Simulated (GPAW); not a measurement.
# N K-edge XANES of BN (P6_3/mmc), part 2 of 2

What does one-electron theory with a core hole give for the N K edge of BN (P6_3/mmc)?

GPAW 26.7.0; X-ray absorption from dipole matrix elements to empty bands, plane-wave PAW LDA.

So far. Step 2 (The field without a hole): The mesh shows a gap of 4.13 eV, so the hole is first treated in a charged cell, without the excited electron. Step 3 (Spectrum without a core hole, N atom 1): Main maxima below 24 eV (height): 3.2 eV (0.86), 8.6 eV (1.54) and 16.5 eV (1.89). A K edge sees empty p states; at this planar three-fold site the curve for the electric vector normal to the plane peaks at 3.2 eV, where it is mainly π* that absorbs: that direction carries over 70 % of the weight there.

The database entry behind the starting cell differs from later determinations by our own check (about 0.3 % short, minor phase), so it need not match the best structure at ambient conditions.

## Step 5: Spectrum with FCH, N atom 1

The holes are 5.0 Å apart. In GPAW the data set carries the hole's charge, so charge=0 means a charged cell and charge=-1 a neutral one. The excited electron is left out and a uniform background balances the charge. After the field has converged, empty bands are computed with the density fixed and the dipole matrix elements are summed.

xas.py reads:

```python
import numpy as np
from ase import Atoms
from ase.parallel import parprint, paropen
from gpaw import GPAW, PW, FermiDirac, Mixer, MixerDif, setup_paths
from gpaw.test import gen
setup_paths.insert(0, '.')
gen('N', name='fch1s', xcname='LDA', corehole=(1, 0, 1), write_xml=True)

atoms = Atoms('N8B8',
    cell=[[4.99648, 0, 0],
     [-2.49824, 4.32707861, 0],
     [0, 0, 6.6357]],
    scaled_positions=[[0.33333333, 0.16666667, 0.25],
     [0.33333333, 0.66666667, 0.25],
     [0.83333333, 0.16666667, 0.25],
     [0.83333333, 0.66666667, 0.25],
     [0.16666667, 0.33333333, 0.75],
     [0.16666667, 0.83333333, 0.75],
     [0.66666667, 0.33333333, 0.75],
     [0.66666667, 0.83333333, 0.75],
     [0.33333333, 0.16666667, 0.75],
     [0.33333333, 0.66666667, 0.75],
     [0.83333333, 0.16666667, 0.75],
     [0.83333333, 0.66666667, 0.75],
     [0.16666667, 0.33333333, 0.25],
     [0.16666667, 0.83333333, 0.25],
     [0.66666667, 0.33333333, 0.25],
     [0.66666667, 0.83333333, 0.25]],
    pbc=True)
atoms.calc = calc = GPAW(legacy_gpaw=True, mode=PW(500), xc='LDA', setups={0: 'fch1s'},
    kpts={'size': (4, 4, 3), 'gamma': True}, occupations=FermiDirac(0.02),
    charge=0, mixer=Mixer(0.1, 5, 50), maxiter=150,
    convergence={'density': 0.0001}, txt='scf.txt')
energy = atoms.get_potential_energy() + calc.get_reference_energy()
ef = calc.get_fermi_level()
out = dict(energy=energy, fermi=ef, forces=atoms.get_forces().tolist())
parprint(f'all-electron energy {energy:.4f} eV, Fermi level {ef:.4f} eV')
ev = np.array([[calc.get_eigenvalues(k, s) for k in range(len(calc.get_ibz_k_points()))] for s in range(calc.get_number_of_spins())])
out['homo'], out['lumo'], out['counts'] = ev[ev < ef].max(), ev[ev > ef].min(), sorted(set((ev < ef).sum((0, 2)).tolist()))
out['filled'] = (ev[:, 0] < ef).sum(1).tolist()

from gpaw.xas import XAS
nb = int(calc.get_number_of_electrons() / 2) + 88
top, nb = nb, nb + 8 + nb // 12
nscf = calc.fixed_density(kpts={'size': (5, 5, 4), 'gamma': True}, nbands=nb,
    convergence={'bands': top, 'eigenstates': 1e-5}, maxiter=60, txt='nscf.txt')
cell = atoms.cell.array
ops = [cell.T @ U.T @ np.linalg.inv(cell.T) for U in nscf.wfs.kd.symmetry.op_scc]
filled = [32]  # bands filled in the ground state, by spin
E = np.arange(-6, 34, 0.1)
fwhm = np.interp(E, [4, 25], [0.9, 3.5])
Y, X, zero, highest = 0, 0, 1e9, 1e9
for spin in range(nscf.get_number_of_spins()):
    xas = XAS(nscf, mode='all', center=0, spin=spin)
    eps = xas.eps_kn
    d = xas.sigma_cmkn  # core-to-band dipole matrix elements, k weights included
    T = np.einsum('amkn,bmkn->abkn', d, d.conj()).real
    T = sum(np.einsum('ai,ijkn,bj->abkn', R, T, R) for R in ops) / len(ops)
    empty = np.ones_like(eps, bool) & (np.arange(nb) >= filled[spin])
    zero, highest = min(zero, eps[empty].min()), min(highest, eps[:, top - 1].min())
    lines = [(eps, T, empty)] if spin == 0 else lines + [(eps, T, empty)]
for eps, T, empty in lines:
    f = np.einsum('aakn->akn', T).reshape(3, -1)
    x = eps.ravel() - zero
    w = np.interp(x, E, fwhm) / 2.35482
    g = np.exp(-0.5 * ((E[:, None] - x) / w) ** 2) / (w * (2 * np.pi) ** 0.5)
    Y = Y + (f * empty.ravel()) @ g.T
    X = X + (f * ~empty.ravel()) @ g.T
out.update(E=E.round(2).tolist(), xas=Y.tolist(), xes=X.tolist(), zero=zero, valid=highest - zero, nk=len(eps), nb=nb)
for i in range(0, len(E), 10):
    parprint(f'{E[i]:7.2f}', *(f'{v:10.3e}' for v in Y[:, i]))
import json
with paropen('out.json', 'w') as f:
    json.dump(out, f)
```

The run is started by

```
$ OMP_NUM_THREADS=1 python xas.py
```

Numbers of over 12 decimals in the logs are rounded to 6 here.

Log:

```text
Input parameters:
  convergence: {density: 0.0001}
  kpts: {gamma: True,
         size: (4, 4, 3)}
  maxiter: 150
  mixer: {backend: pulay,
          beta: 0.1,
          method: separate,
          nmaxold: 5,
          weight: 50}
  mode: {ecut: 500.0,
         name: pw}
  occupations: {fixmagmom: False,
                name: fermi-dirac,
                width: 0.02}
  setups: {0: fch1s}

Initialize ...

[... PAW data sets ...]

Reference energy: -16651.169573  # eV

Spin-paired calculation

[... convergence settings ...]
Symmetries present (total): 2
  [... symmetry matrices ...]

48 k-points: 4 x 4 x 3 Monkhorst-Pack grid + [1/8,1/8,0.000000]
17 k-points in the irreducible part of the Brillouin zone
       k-points in crystal coordinates                weights
   0:     0.00000000    0.00000000    0.00000000          1/48
   1:     0.00000000    0.00000000    0.33333333          2/48
   2:     0.25000000   -0.25000000   -0.33333333          4/48
   3:     0.25000000   -0.25000000    0.00000000          4/48
   4:     0.25000000   -0.25000000    0.33333333          4/48
   5:     0.25000000    0.00000000   -0.33333333          2/48
   6:     0.25000000    0.00000000    0.00000000          2/48
   7:     0.25000000    0.00000000    0.33333333          2/48
   8:     0.25000000    0.50000000    0.00000000          2/48
   9:     0.25000000    0.50000000    0.33333333          4/48
          ...
  16:     0.50000000    0.50000000    0.33333333          4/48

Wave functions: Plane wave expansion
  Cutoff energy: 500.000 eV
  Number of coefficients (min, max): 3583, 3666
  Pulay-stress correction: 0.000000 eV/Ang^3 (de/decut=0.000000)
  Using FFTW library
  Wavefunction extrapolation:
    Improved wavefunction reuse through dual PAW basis

Occupation numbers: Fermi-Dirac:
  width: 0.0200  # eV

Eigensolver
   Davidson(niter=2)

Densities:
  Coarse grid: 27*27*35 grid
  Fine grid: 54*54*70 grid
  Total Charge: 1.000000

Density mixing:
  Method: separate
  Backend: pulay
  Linear mixing parameter: 0.1
  old densities: 5
  Width of damping distribution: 1.1
  Damping of long wavelength oscillations: 50

[... Hamiltonian set-up ...]
Number of atoms: 16
Number of atomic orbitals: 64
Number of bands in calculation: 43
Number of valence electrons: 64
Bands to converge: occupied

... initialized

Initializing position-dependent things.

Density initialized from atomic densities
Creating initial wave functions:
  43 bands from LCAO basis set

         N B   N B
           N B   N B

         B N   B N
           B N   B N

Atomic positions and initial magnetic moments

Positions:
   0 N      1.249120    0.721180    1.658925    ( 0.0000,  0.0000,  0.0000)
   1 N     -0.000000    2.884719    1.658925    ( 0.0000,  0.0000,  0.0000)
   2 N      3.747360    0.721180    1.658925    ( 0.0000,  0.0000,  0.0000)
   3 N      2.498240    2.884719    1.658925    ( 0.0000,  0.0000,  0.0000)
   4 N      0.000000    1.442360    4.976775    ( 0.0000,  0.0000,  0.0000)
   5 N     -1.249120    3.605899    4.976775    ( 0.0000,  0.0000,  0.0000)
   6 N      2.498240    1.442360    4.976775    ( 0.0000,  0.0000,  0.0000)
[...]
13 B     -1.249120    3.605899    1.658925    ( 0.0000,  0.0000,  0.0000)
  14 B      2.498240    1.442360    1.658925    ( 0.0000,  0.0000,  0.0000)
  15 B      1.249120    3.605899    1.658925    ( 0.0000,  0.0000,  0.0000)

Unit cell:
           periodic     x           y           z      points  spacing
  1. axis:    yes    4.996480    0.000000    0.000000    27     0.1603
  2. axis:    yes   -2.498240    4.327079    0.000000    27     0.1603
  3. axis:    yes    0.000000    0.000000    6.635700    35     0.1896

  Lengths:   4.996480   4.996480   6.635700
  Angles:   90.000000  90.000000 120.000000

Effective grid spacing dv^(1/3) = 0.1778

iter:   1  -184.075128
iter:   2  -178.938766   -0.83  -0.69
iter:   3  -170.635742   -0.50  -0.76
iter:   4  -170.188639   -2.01  -1.14
iter:   5  -169.778457   -1.80  -1.28
iter:   6  -169.815193   -2.17  -1.88
iter:   7  -169.743284   -2.44  -1.85
iter:   8  -169.736192   -3.78  -2.32
iter:   9  -169.736508c  -3.54  -2.63
iter:  10  -169.734699c  -4.41  -2.68
iter:  11  -169.734673c  -5.22  -3.13
iter:  12  -169.734661c  -6.08  -3.24
iter:  13  -169.734686c  -5.52  -3.31
iter:  14  -169.734629c  -5.63  -3.43
iter:  15  -169.734625c  -7.27  -3.70
iter:  16  -169.734619c  -6.62  -3.74
iter:  17  -169.734618c  -6.85  -3.92
iter:  18  -169.734616c  -6.88  -4.06c
iter:  19  -169.734616c  -8.39c -4.20c

Converged after 19 iterations.

Dipole moment: (-0.270654, -0.071986, -1.159004) |e|*Ang

Energy contributions relative to reference atoms: (reference = -16651.169573)

Kinetic:       +100.094201
Potential:     -118.433856
External:        +0.000000
XC:            -150.753605
Entropy (-ST):   +0.000000
Local:           -0.641356
SIC:             +0.000000
--------------------------
Free energy:   -169.734616
Extrapolated:  -169.734616

Showing only first 2 kpts
 Kpt  Band  Eigenvalues  Occupancy
  0    30      3.96332    2.00000
  0    31      3.96333    2.00000
  0    32      7.34667    0.00000
  0    33      7.34668    0.00000

  1    30      3.89815    2.00000
  1    31      3.89816    2.00000
  1    32      7.32871    0.00000
[...]
Fermi level: 5.42714

Gap: 2.722 eV
Transition (v -> c):
  (s=0, k=12, n=31, [0.50, 0.25, -0.33]) -> (s=0, k=1, n=32, [0.00, 0.00, 0.33])
Direct/indirect transitions are different
Direct gap: 2.819 eV
Transition at: (s=0, k=12, n=31, [0.50, 0.25, -0.33])

Forces in eV/Ang:
  0 N    -0.00000   -0.00000    0.06948
  1 N     0.01028    0.00594    0.01997
  2 N     0.00003   -0.01185    0.01996
  3 N    -0.01025    0.00595    0.01996
  4 N     0.02387   -0.01381   -0.01901
  5 N    -0.00003    0.02758   -0.01901
  6 N    -0.02389   -0.01379   -0.01901
[...]
13 B     0.00001   -2.27427   -0.00012
 14 B     1.96956    1.13712   -0.00012
 15 B    -0.00003   -0.00002    0.00001
Scalar-relativistic atomic LDA calculation for N (Nitrogen, Z=7)
Core hole in 1s state (1s occupation: 1.0)
300 radial gridpoints.
|------------------------------------------------|
|------------------------------------------------|
[... the atom generator's iteration count ...]

Energy contributions:
-------------------------
Kinetic:      +38.530757
XC:            -4.452581
Potential:    -72.816894
-------------------------
Total:        -38.738717

state      eigenvalue         ekin         rmax
-----------------------------------------------
1s^1.0 :   -16.643762    23.347388        0.145
2s^2.0 :    -1.332146     3.154276        0.915
2p^3.0 :    -0.925852     2.958273        0.782
-----------------------------------------------
(units: Bohr and Hartree)

Generating PAW setup
Kinetic energy of the core from tauc = 23.362075
Cutoffs:
rc(s)=1.140
rc(p)=1.000
rc(d)=1.090
rc(vbar)=1.120
rc(comp)=1.090
rc(nct)=1.140

Kinetic energy of the core states: 23.347388
Charge: 1.0
Core electrons: 1.0
Valence electrons: 5.0
Pseudo-core charge: 0.003881
Shape function alpha=8.417
Pseudo-electron charge 4.904142
state    eigenvalue         norm
--------------------------------
2s(2) :    -1.332146     1.098259
*s    :    -0.332146
2p(3) :    -0.925852     0.901248
*p    :     0.074148
*d    :     0.000000
--------------------------------

Diagonalizing with gridspacing h=0.050

state   all-electron     PAW
-------------------------------
2s:      -1.332146    -1.333594
2p:      -0.925852    -0.929974
*d:                   -0.063788
*f:                   -0.013854
-------------------------------
all-electron energy -16820.9042 eV, Fermi level 5.4271 eV
[...]
31.00  3.791e-05  3.790e-05  1.117e-04
  32.00  4.994e-05  4.994e-05  8.421e-05
  33.00  6.445e-05  6.448e-05  5.819e-05
```

The job ended after 14 min (1 thread of Arm Neoverse N1, shared host; peak memory 0.68 GiB).

The N K spectrum, N atom 1, full core hole (charged cell) (energy from the lowest empty level; intensity scaled to a mean of 1 over the first 20 eV; polarised curves are means over the symmetry-equivalent atoms):

```csv
E (eV),isotropic,ε ⊥ c,ε ∥ c
-2.0,0.00,0.00,0.00
-1.0,0.00,0.00,0.01
0.0,0.39,0.00,1.18
1.0,0.73,0.00,2.19
2.0,0.74,0.06,2.12
3.0,0.46,0.16,1.04
4.0,0.58,0.40,0.94
5.0,1.17,1.22,1.08
6.0,1.79,2.44,0.50
7.0,2.12,3.04,0.30
8.0,1.74,2.32,0.56
9.0,1.29,1.74,0.37
10.0,0.82,1.08,0.29
11.0,0.75,1.03,0.21
12.0,0.90,1.28,0.14
13.0,1.12,1.60,0.16
14.0,1.44,1.98,0.37
15.0,1.28,1.61,0.62
16.0,0.83,0.87,0.73
17.0,0.56,0.42,0.85
18.0,0.53,0.28,1.03
19.0,0.54,0.31,1.01
20.0,0.51,0.40,0.72
21.0,0.46,0.48,0.43
22.0,0.40,0.46,0.28
23.0,0.32,0.36,0.23
24.0,0.28,0.29,0.25
25.0,0.29,0.27,0.35
26.0,0.33,0.25,0.50
27.0,0.36,0.21,0.66
```

Main maxima below 24 eV (height): 1.6 eV (0.93), 6.8 eV (2.14) and 14.2 eV (1.46). A K edge sees empty p states; at this planar three-fold site the curve for the electric vector normal to the plane peaks at 1.6 eV, where it is mainly π* that absorbs: that direction carries over 70 % of the weight there.

The hole costs E(hole) − E(ground) = 396.55 eV, and the lowest empty level of the hole cell on the spectrum's mesh lies at 7.33 eV, which puts the zero at 403.88 eV. One term is added: -7.76 eV, since the hole is spin-paired here and a spin-polarised one costs that much less in the free atom (computed apart). The photon energy is then 396.12 eV. The functional and the charged cell's background leave an error in such absolute values: in the free atom LDA prices this hole 3.5 eV below PBE (computed apart), and PBE is itself good to a few eV.

## Step 6: Excitation energy, N atom 1

With the excited electron kept in the cell the system stays neutral, and the energy difference is an excitation energy by itself. In a small cell that electron takes up a good share of the lowest empty band, or all of one, which shifts the value from the true onset.

Changed against the first core-hole run: core hole to XCH, with the smearing that suits a partly filled band.

scf.py reads:

```python
import numpy as np
from ase import Atoms
from ase.parallel import parprint, paropen
from gpaw import GPAW, PW, FermiDirac, Mixer, MixerDif, setup_paths
from gpaw.test import gen
setup_paths.insert(0, '.')
gen('N', name='fch1s', xcname='LDA', corehole=(1, 0, 1), write_xml=True)

atoms = Atoms('N8B8',
    cell=[[4.99648, 0, 0],
     [-2.49824, 4.32707861, 0],
     [0, 0, 6.6357]],
    scaled_positions=[[0.33333333, 0.16666667, 0.25],
     [0.33333333, 0.66666667, 0.25],
     [0.83333333, 0.16666667, 0.25],
     [0.83333333, 0.66666667, 0.25],
     [0.16666667, 0.33333333, 0.75],
     [0.16666667, 0.83333333, 0.75],
     [0.66666667, 0.33333333, 0.75],
     [0.66666667, 0.83333333, 0.75],
     [0.33333333, 0.16666667, 0.75],
     [0.33333333, 0.66666667, 0.75],
     [0.83333333, 0.16666667, 0.75],
     [0.83333333, 0.66666667, 0.75],
     [0.16666667, 0.33333333, 0.25],
     [0.16666667, 0.83333333, 0.25],
     [0.66666667, 0.33333333, 0.25],
     [0.66666667, 0.83333333, 0.25]],
    pbc=True)
atoms.calc = calc = GPAW(legacy_gpaw=True, mode=PW(500), xc='LDA', setups={0: 'fch1s'},
    kpts={'size': (4, 4, 3), 'gamma': True}, occupations=FermiDirac(0.04),
    charge=-1, mixer=Mixer(0.1, 5, 50), maxiter=150,
    convergence={'density': 0.0001}, txt='scf.txt')
energy = atoms.get_potential_energy() + calc.get_reference_energy()
ef = calc.get_fermi_level()
out = dict(energy=energy, fermi=ef, forces=atoms.get_forces().tolist())
parprint(f'all-electron energy {energy:.4f} eV, Fermi level {ef:.4f} eV')
ev = np.array([[calc.get_eigenvalues(k, s) for k in range(len(calc.get_ibz_k_points()))] for s in range(calc.get_number_of_spins())])
out['homo'], out['lumo'], out['counts'] = ev[ev < ef].max(), ev[ev > ef].min(), sorted(set((ev < ef).sum((0, 2)).tolist()))
out['filled'] = (ev[:, 0] < ef).sum(1).tolist()
import json
with paropen('out.json', 'w') as f:
    json.dump(out, f)
```

The run is started by

```
$ OMP_NUM_THREADS=1 python scf.py
```

Log:

```text
Input parameters:
  charge: -1
  convergence: {density: 0.0001}
  kpts: {gamma: True,
         size: (4, 4, 3)}
  maxiter: 150
  mixer: {backend: pulay,
          beta: 0.1,
          method: separate,
          nmaxold: 5,
          weight: 50}
  mode: {ecut: 500.0,
         name: pw}
  occupations: {fixmagmom: False,
                name: fermi-dirac,
                width: 0.04}
  setups: {0: fch1s}

Initialize ...

[...]
--------------------------------
2s(2) :    -1.332146     1.098259
*s    :    -0.332146
2p(3) :    -0.925852     0.901248
*p    :     0.074148
*d    :     0.000000
--------------------------------

Diagonalizing with gridspacing h=0.050

state   all-electron     PAW
-------------------------------
2s:      -1.332146    -1.333594
2p:      -0.925852    -0.929974
*d:                   -0.063788
*f:                   -0.013854
-------------------------------
all-electron energy -16813.1190 eV, Fermi level 8.1889 eV
[key lines of the parts left out:]
Converged after 17 iterations.
Dipole moment: (-0.043918, -0.188250, -0.264200) |e|*Ang
Free energy:   -161.962806
Fermi level: 8.18892
```

Elapsed: 2.6 min, on 1 thread; peak memory 0.3 GiB.

The total-energy difference is 404.33 eV. With the free-atom term of -7.76 eV for this edge, the photon energy is 396.57 eV.

## Step 7: With and without the hole

Both curves are counted from their own zero, so only the shift of weight within the empty states shows.

| E (eV) | no hole | FCH |
| --- | --- | --- |
| -2.0 | 0.00 | 0.00 |
| -1.0 | 0.00 | 0.00 |
| 0.0 | 0.04 | 0.39 |
| 1.0 | 0.39 | 0.73 |
| 2.0 | 0.57 | 0.74 |
| 3.0 | 0.84 | 0.46 |
| 4.0 | 0.79 | 0.58 |
| 5.0 | 0.76 | 1.17 |
| 6.0 | 0.51 | 1.79 |
| 7.0 | 0.78 | 2.12 |
| 8.0 | 1.33 | 1.74 |
| 9.0 | 1.47 | 1.29 |
| 10.0 | 0.93 | 0.82 |
| 11.0 | 0.74 | 0.75 |
| 12.0 | 0.73 | 0.90 |
| 13.0 | 0.93 | 1.12 |
| 14.0 | 1.17 | 1.44 |
| 15.0 | 1.47 | 1.28 |
| 16.0 | 1.83 | 0.83 |
| 17.0 | 1.82 | 0.56 |
| 18.0 | 1.45 | 0.53 |
| 19.0 | 1.03 | 0.54 |
| 20.0 | 0.70 | 0.51 |
| 21.0 | 0.52 | 0.46 |
| 22.0 | 0.50 | 0.40 |
| 23.0 | 0.53 | 0.32 |
| 24.0 | 0.53 | 0.28 |
| 25.0 | 0.52 | 0.29 |
| 26.0 | 0.51 | 0.33 |
| 27.0 | 0.50 | 0.36 |

With each curve scaled to its own mean, the area from −2 to 6 eV with the hole is 4.9 against 3.6, and the centre of weight from −1 to 20 eV moves by -2.1 eV: the hole pulls the absorber's empty states down.

## Step 8: Results

```
absorber and edge                               : N K, atom 1 of the ground-state input (counted from 1)
surroundings                                    : 3 B at 1.44 Å (trigonal planar, site symmetry -6m2)
highest intensity below 16 eV                   : 6.8 eV above the zero, height 2.14
photon energy of the zero, with the added terms : 396.1 eV (raw 403.9 eV; LDA puts this hole about 4 eV below PBE, itself good to a few eV)
```

In words: The N K edge of atom 1, with 3 B at 1.44 Å (trigonal planar, site symmetry -6m2), has its highest intensity of the first 16 eV at 6.8 eV above the zero, near 403 eV in photon energy (LDA puts this hole about 4 eV below PBE, itself good to a few eV), 2.1 times the mean level of the first 20 eV (Gaussian full width 0.9 eV up to 4 eV, rising linearly to 3.5 eV at 25 eV). With each curve scaled to its own mean, the area from −2 to 6 eV with the hole is 4.9 against 3.6, and the centre of weight from −1 to 20 eV moves by -2.1 eV: the hole pulls the absorber's empty states down. The neutral-cell energy lies +0.5 eV from the charged-cell zero, a gap made of the charged-cell error and of where the added electron settles. At the N K edge of atom 1 polarisation matters most near 6.7 eV, where the curves differ by 2.9 on this scale. The holes are only 5.0 Å apart, so the shape is probably not converged with cell size; no larger cell was run here. The mesh is coarse (0.29 Å⁻¹ between points), so small maxima may be mesh ripples. The structure is a published determination, not relaxed.

[Banner, clock and machine lines of the logs are left out without a mark of their own.]

[Logs are printed without paths, hosts, clocks, repeated set-up lines and the standing remarks that a program may print on its own settings, such as how far it seeks lower states.]

[Hosts, paths, dates, database ids (printed as entryN), source tags and the programs' standing remarks are cut or masked in the printed files.]

[Lists of maxima count a maximum above −3 eV only where it reaches 4 % of the highest in the window and stands out from its surroundings by 2 % of it (1.5 % where it reaches 55 %); shoulders and weaker maxima are passed over, and of the rest the first, up to two pre-edge ones and the few strongest are named.]
